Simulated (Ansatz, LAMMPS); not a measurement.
# Static equation of state of amorphous Cd12Hg24S36 (72 atoms)

Density of this cell: 6.26 g/cm³. The cell holds 72 atoms: 12 Cd, 24 Hg and 36 S. Cell: a = 11.273 Å, b = 12.257 Å, c = 14.284 Å, α = 84.2°, β = 90.1°, γ = 81.2°. The starting structure: 72 atoms (12 Cd, 24 Hg, 36 S) placed at random at 6.45 g/cm³, melted at 2500 K for 10 ps at fixed volume with the Stillinger-Weber II-VI potential (Zhou et al., Phys. Rev. B 88, 085309 (2013)). Quenched from 2500 K to 100 K at 1000 K/ps and fixed volume, held 5 ps, then minimised at fixed cell.

Calculated with Ansatz 0.2.0: Kohn-Sham DFT, r2SCAN, PAW (set soft_2), plane waves; cutoff 500 eV, Γ point, fermi-dirac smearing of 0.05 eV. Cell and atoms were relaxed first, to V0 = 26.946 Å³ an atom at a residual P0 = 0.002 GPa. The cell was then scaled evenly, and the atoms were relaxed at each volume.

```
volume (Å³/atom)  pressure (GPa)
          24.251               ?
          25.329           1.477
          26.138          0.6583
          27.754         -0.5113
          28.563         -0.7311
```

**Question.** Fit the third-order Birch–Murnaghan equation to the rows given and extrapolate to the withheld row.

**Working.**

Take the Eulerian strain f = ½[(V0/V)^(2/3) − 1] and the normalised pressure F = (P − P0) / [3f(1 + 2f)^(5/2)]. The third-order Birch–Murnaghan equation is then the line F = B0 + (3/2)B0(B′ − 4) f, so u = f and v = F.

```
      u = f  v = F (GPa)
  0.0210564      21.0517
  0.0102569      20.2585
-0.00975638      18.4385
 -0.0190504      14.1442
```

With n = 4: mean u = 6.2662e-4, mean v = 18.4732, Σ(u − ū)² = 0.0010051, Σ(u − ū)(v − v̄) = 0.15541. Slope b = 0.15541 / 0.0010051 = 154.62; intercept a = v̄ − b ū = 18.376.

So B0 = a = 18.4 GPa and B′ = 4 + 2b/(3a) = 9.61. At the withheld volume f = 0.03638, F = a + b f = 24.00 GPa, and P = P0 + 3f(1 + 2f)^(5/2) F.

Prediction at 24.251: 3.125 GPa. The run gave 2.701 GPa, so the fit is high by 0.42 GPa (16 % of the value).

The series isn't one smooth equation of state: even a line fitted to all rows, the withheld one included, misses F by up to 13.2 %, the count of bonds changes along the series and an atom moves over 0.5 Å in some relaxation. B0 and B′ are then only the numbers of this fit, not moduli of the material. Among the rows given, the largest miss of the fit is at 28.563, by 0.067 GPa (1.9 % of the range of the table).

Limits: Static cells at zero temperature; the cell shape is held. The program notes that the SCF threshold of these relaxations is loose for the stress. The quench rate of 1000 K/ps is many orders above laboratory rates, so the cell is likely richer in defects and strain than a real sample. The network of bonds at the start is that of the classical potential that made the cell, and needn't be the one that DFT or experiment would give. Only the Γ point is sampled, in a cell whose shortest periodic width is 11 Å.

[Logs are printed without paths, hosts, clocks, repeated set-up lines and the standing remarks that a program may print on its own settings, such as how far it seeks lower states.]

[Hosts, paths, dates, database ids (printed as entryN), source tags and the programs' standing remarks are cut or masked in the printed files.]
